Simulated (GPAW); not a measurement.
# Optical response of PbF2 (Fluorocronite)

Aim: the dielectric function of PbF2 (Fluorocronite), and the optical constants that follow from it. The cell comes from an older database entry, whose edges can differ from later determinations, mostly by under a per cent.

Calculated with GPAW 26.7.0; DFT, PBE, plane-wave PAW (GPAW data sets), scalar-relativistic, RPA, optical limit.

The database entry behind the starting cell differs from later determinations by our own check (0.1 to 0.3 % short, probably kX units), so it need not match the best structure at ambient conditions.

**1. Starting point**

It takes space group Fm-3m (No. 225, cubic). Conventional cell: a = 5.927 Å, b = 5.927 Å, c = 5.927 Å, α = 90.00°, β = 90.00°, γ = 90.00°. Pb has 8 F at 2.57 Å nearest. Nearest to F lie 4 Pb at 2.57 Å. Farther neighbours and most contacts between anions are not listed.

As a file:

```xyz
3
Lattice="0.0000 2.9637 2.9637 2.9637 0.0000 2.9637 2.9637 2.9637 0.0000" Properties=species:S:1:pos:R:3 pbc="T T T"
Pb    0.0000    0.0000    0.0000
F     4.4455    4.4455    4.4455
F     1.4818    1.4818    1.4818
```

**2. Dielectric function, RPA**

Local fields let the induced charge screen the field inside the cell, which as a rule lowers ε, most along directions where the density is uneven.

File df.py:

```python
from gpaw.response.df import DielectricFunction

df = DielectricFunction('full.gpw', frequencies={'type': 'nonlinear', 'domega0': 0.03, 'omega2': 8},
                        ecut=50,
                        eta=0.15,
                        nbands=40,
                        txt='df.txt')
for direction in ['x']:
    df.get_dielectric_function(xc='RPA', direction=direction, filename=f'df_{direction}.csv')
```

Started as:

```console
OMP_NUM_THREADS=1 python df.py
```

Numbers of over 12 decimals in the logs are rounded to 6 here.

The log of the run:

```text
Using integrator: PointIntegrator
NonLinearFrequencyDescriptor(from 0.000 to 61.014 eV, 490 points)
Nonperiodic BCs:  [False False False]
Using integrator: PointIntegrator
NonLinearFrequencyDescriptor(from 0.000 to 61.014 eV, 490 points)
Nonperiodic BCs:  [False False False]

Calculating chi0 body with:
    Ground state adapter containing:
    Number of spins: 1
    Number of kpoints: 729
    Number of irreducible kpoints: 35
    Number of completely occupied states: 14
    Number of partially occupied states: 14

    Linear response parametrization:
    q_c: [0.0, 0.0, 0.0]
    Number of frequency points: 490
    Planewave cutoff: 50.0
    Number of bands: 40
    Number of planewaves: 51
    Broadening (eta): 0.15

Integrating chi0 body.

Symmetries of q_c:
    Direct symmetries (Uq -> q): 48
    Indirect symmetries (TUq -> q): 0
In total 48 allowed symmetries.

35 groups of equivalent kpoints. 95.198903% reduction.

Integral kind: spectral function

Calculating chi0 optical extensions with:
    Ground state adapter containing:
    Number of spins: 1
    Number of kpoints: 729
    Number of irreducible kpoints: 35
    Number of completely occupied states: 14
    Number of partially occupied states: 14

    Linear response parametrization:
    Number of frequency points: 490
    Planewave cutoff: 50.0
    Number of bands: 40
    Number of planewaves: 51
    Broadening (eta): 0.15
Integrating chi0 head and wings.

Symmetries of q_c:
    Direct symmetries (Uq -> q): 48
    Indirect symmetries (TUq -> q): 0
In total 48 allowed symmetries.

35 groups of equivalent kpoints. 95.198903% reduction.

Integral kind: spectral function wings
```

It took 12 s on 1 thread of Arm Neoverse V1, shared host; peak memory 0.28 GiB.

Numbers from this step:

* electronic dielectric constant ε∞, mean over x, y and z (by symmetry where fewer were run): 3.169
* main peak of Im epsilon, first axis: 8.033 eV

Some rows of df_x.csv (energy; Re and Im without local fields; Re and Im with them):

```text
0.000000, 3.556324, -0.000000, 3.168883, -0.000000
0.429336, 3.564955, 0.006074, 3.175557, 0.004694
0.878195, 3.592992, 0.012813, 3.197203, 0.009879
1.347938, 3.645171, 0.020816, 3.237352, 0.015977
1.840057, 3.729381, 0.031096, 3.301764, 0.023690
2.356191, 3.859402, 0.045607, 3.400272, 0.034331
2.898142, 4.061571, 0.068780, 3.551090, 0.050768
3.467895, 4.394554, 0.113423, 3.792991, 0.080819
4.067647, 5.033375, 0.239662, 4.233329, 0.157852
4.699832, 6.376533, 1.283428, 5.136223, 0.688197
5.367152, 4.563899, 5.214929, 5.082354, 3.485251
6.072622, 3.871950, 2.644159, 3.804844, 2.319574
6.819608, 3.961393, 4.787320, 3.859510, 4.107921
7.611886, 2.426482, 4.945493, 2.553097, 3.285941
8.453705, -0.151988, 2.860681, -0.364784, 2.854468
9.349861, 1.185453, 3.756911, 1.352876, 3.383953
10.305790, 0.087940, 1.913329, -0.133447, 1.730205
11.327680, -0.172194, 1.441908, 0.050821, 1.073195
12.422601, 0.845115, 0.843344, 0.799081, 0.509218
13.598673, 0.479602, 1.043041, 0.950739, 0.736375
```

The Im ε, E ∥ x has structure finer than the step of the table below, so its rows give means over 0.5 eV, whole bins alone (the curve runs from 0 to 14.0 eV). Peaks (eV: height): 5.66: 3.68, 6.93: 4.35, 8.03: 5.65, 9.48: 3.66.

Values under the direct gap are tails of Lorentzian lines. Table of Im ε, E ∥ x by photon energy; means over each step:

```
photon energy (eV)  Im ε, E ∥ x
               0.5      0.00550
               1.0       0.0114
               1.5       0.0183
               2.0       0.0268
               2.5       0.0382
               3.0       0.0553
               3.5       0.0844
               4.0        0.149
               4.5        0.439
               5.0         1.54
               5.5         3.45
               6.0         2.63
               6.5         2.97
               7.0         4.10
               7.5         3.48
               8.0         4.93
               8.5         2.82
               9.0         2.15
               9.5         3.32
              10.0         2.01
              10.5         1.45
              11.0         1.24
              11.5        0.902
              12.0        0.638
              12.5        0.557
              13.0        0.757
              13.5        0.784
```

Table of Re ε, E ∥ x by photon energy:

photon energy (eV), Re ε, E ∥ x and a bar from the least value:
```
      0.0       3.17 ##################
      0.5       3.18 ##################
      1.0       3.21 ##################
      1.5       3.25 ##################
      2.0       3.33 ###################
      2.5       3.43 ###################
      3.0       3.59 ####################
      3.5       3.81 #####################
      4.0       4.17 #######################
      4.5       4.83 ##########################
      5.0       5.63 ##############################
      5.5       4.46 ########################
      6.0       3.49 ###################
      6.5       3.56 ####################
      7.0       2.81 ################
      7.5       2.26 #############
      8.0       1.73 ###########
      8.5      -0.27 #
      9.0       1.11 ########
      9.5       0.40 ####
     10.0      -0.44 
     10.5      -0.22 #
     11.0       0.21 ###
     11.5       0.12 ###
     12.0       0.48 #####
     12.5       0.86 ######
     13.0       1.01 #######
     13.5       0.93 #######
```

The refractive index n and extinction k by photon energy:

```
photon energy (eV)      n        k
               0.0   1.78        0
               0.5   1.78  0.00154
               1.0   1.79  0.00318
               1.5   1.80  0.00504
               2.0   1.82  0.00730
               2.5   1.85   0.0103
               3.0   1.89   0.0145
               3.5   1.95   0.0213
               4.0   2.04   0.0352
               4.5   2.20   0.0929
               5.0   2.39    0.282
               5.5   2.24    0.764
               6.0   1.95    0.573
               6.5   2.00    0.652
               7.0   1.99     1.07
               7.5   1.78    0.950
               8.0   1.94     1.43
               8.5   1.10     1.22
               9.0   1.30    0.766
               9.5   1.42     1.28
              10.0  0.863     1.09
              10.5  0.784    0.914
              11.0  0.863    0.733
              11.5  0.710    0.617
              12.0  0.806    0.417
              12.5  0.970    0.281
              13.0   1.07    0.356
              13.5   1.04    0.384
```

Table of reflectivity at normal incidence, E ∥ x by photon energy; read off at these points:

photon energy (eV), reflectivity at normal incidence, E ∥ x (%) and a bar:
```
    0.000        7.9 ######
    0.250        7.9 ######
    0.500        7.9 ######
    0.750        8.0 ######
    1.000        8.0 ######
    1.250        8.1 ######
    1.500        8.2 ######
    1.750        8.4 ######
    2.000        8.5 #######
    2.250        8.7 #######
    2.500        8.9 #######
    2.750        9.2 #######
    3.000        9.5 ########
    3.250        9.9 ########
    3.500       10.4 ########
    3.750       11.0 #########
    4.000       11.7 ##########
    4.250       12.7 ###########
    4.500       14.1 ############
    4.750       15.6 ##############
    5.000       17.4 ################
    5.250       20.2 ##################
    5.318       20.5 ###################
    5.500       19.2 #################
    5.750       17.9 ################
    6.000       13.7 ############
    6.250       17.0 ###############
    6.500       15.1 #############
    6.750       19.7 ##################
    6.930       21.4 ####################
    7.000       21.0 ###################
    7.250       19.4 ##################
    7.500       17.5 ################
    7.750       19.3 #################
    8.000       27.5 ##########################
    8.208       31.7 ##############################
    8.250       31.5 ##############################
    8.500       25.3 ########################
    8.750       16.2 ##############
    9.000       11.5 ##########
    9.250       15.3 #############
    9.500       24.1 ######################
    9.750       28.7 ###########################
   10.000       25.8 ########################
   10.250       20.6 ###################
   10.500       22.0 ####################
   10.750       15.2 #############
   11.000       13.9 ############
   11.250       16.0 ##############
   11.328       16.1 ##############
   11.500       14.1 ############
   11.750        9.5 ########
   12.000        6.2 ####
   12.250        3.6 ##
   12.500        2.0 
   12.750        2.5 
   13.000        3.0 #
   13.250        3.6 ##
   13.500        3.5 #
   13.750        2.7 #
```

The Im ε, E ∥ x has structure finer than the step of the table below, so its rows give means over 0.5 eV, whole bins alone (the curve runs from 0 to 14.0 eV). Peaks (eV: height): without local fields 5.32: 5.34, 7.73: 5.58, 9.42: 3.90; with local fields 5.66: 3.68, 6.93: 4.35, 8.03: 5.65, 9.48: 3.66.

Values under the direct gap are tails of Lorentzian lines. The Im ε, E ∥ x by photon energy; means over each step:

```
photon energy (eV)  without local fields  with local fields
               0.5               0.00712            0.00550
               1.0                0.0148             0.0114
               1.5                0.0238             0.0183
               2.0                0.0352             0.0268
               2.5                0.0511             0.0382
               3.0                0.0754             0.0553
               3.5                 0.119             0.0844
               4.0                 0.226              0.149
               4.5                 0.784              0.439
               5.0                  2.88               1.54
               5.5                  4.73               3.45
               6.0                  2.90               2.63
               6.5                  3.43               2.97
               7.0                  4.70               4.10
               7.5                  4.79               3.48
               8.0                  4.67               4.93
               8.5                  2.77               2.82
               9.0                  2.37               2.15
               9.5                  3.48               3.32
              10.0                  2.07               2.01
              10.5                  1.73               1.45
              11.0                  1.89               1.24
              11.5                  1.20              0.902
              12.0                 0.863              0.638
              12.5                 0.972              0.557
              13.0                  1.36              0.757
              13.5                  1.14              0.784
```

Optical constants at common wavelengths, from n + ik = √ε:

```
wavelength (nm)     n      k  R (%)     1/α
           1550  1.79  0.003    8.0   49 µm
            633  1.82  0.007    8.5  7.1 µm
            532  1.84  0.009    8.8  4.6 µm
            450  1.87  0.012    9.2  2.9 µm
            365  1.94  0.020   10.2  1.5 µm
            308  2.05  0.036   11.8  675 nm
            193  1.97  0.720   15.6   21 nm
```

Below the direct gap, k and the depth come from the tails of the Lorentzian lines, not from transitions.

**3. Summary of results**

```yaml
electronic_dielectric_constant_eps_infinity_mean_over_x_y_and_z_by_symmetry_where_fewer_were_run_rpa: 3.17
main_peak_of_im_epsilon_first_axis: 8.03 eV
```

In words: At this level (PBE, RPA) PbF2 has ε∞ = 3.17 and n = 1.79 at 1550 nm, and Im ε peaks at 8.0 eV. Local fields change the static value along x from 3.56 to 3.17 (-11 %). Distinct maxima of Im ε, read by a parabola through the highest points, lie at 5.66 eV (3.7), 6.92 eV (4.4), 8.03 eV (5.7) and 9.46 eV (3.7). Excitons and phonon-assisted transitions are missing; PBE gaps are as a rule too small, which pulls the onset down and ε∞ up, while the missing spin-orbit coupling works the other way with such heavy atoms. Spin-orbit coupling is left out although heavy atoms are present. The sum runs over mesh points, so small or evenly spaced maxima can still be ripples of the mesh. In this version of GPAW the matrix elements of the optical limit are incomplete, which can lower ε − 1 by up to a tenth where first-row anions or d states rule, and shift it by more in d metals.

[Machine, clock and banner lines and Python warnings are left out of the logs.]

[Logs are printed without paths, hosts, clocks, repeated set-up lines and the standing remarks that a program may print on its own settings, such as how far it seeks lower states.]

[Hosts, paths, dates, database ids (printed as entryN), source tags and the programs' standing remarks are cut or masked in the printed files.]
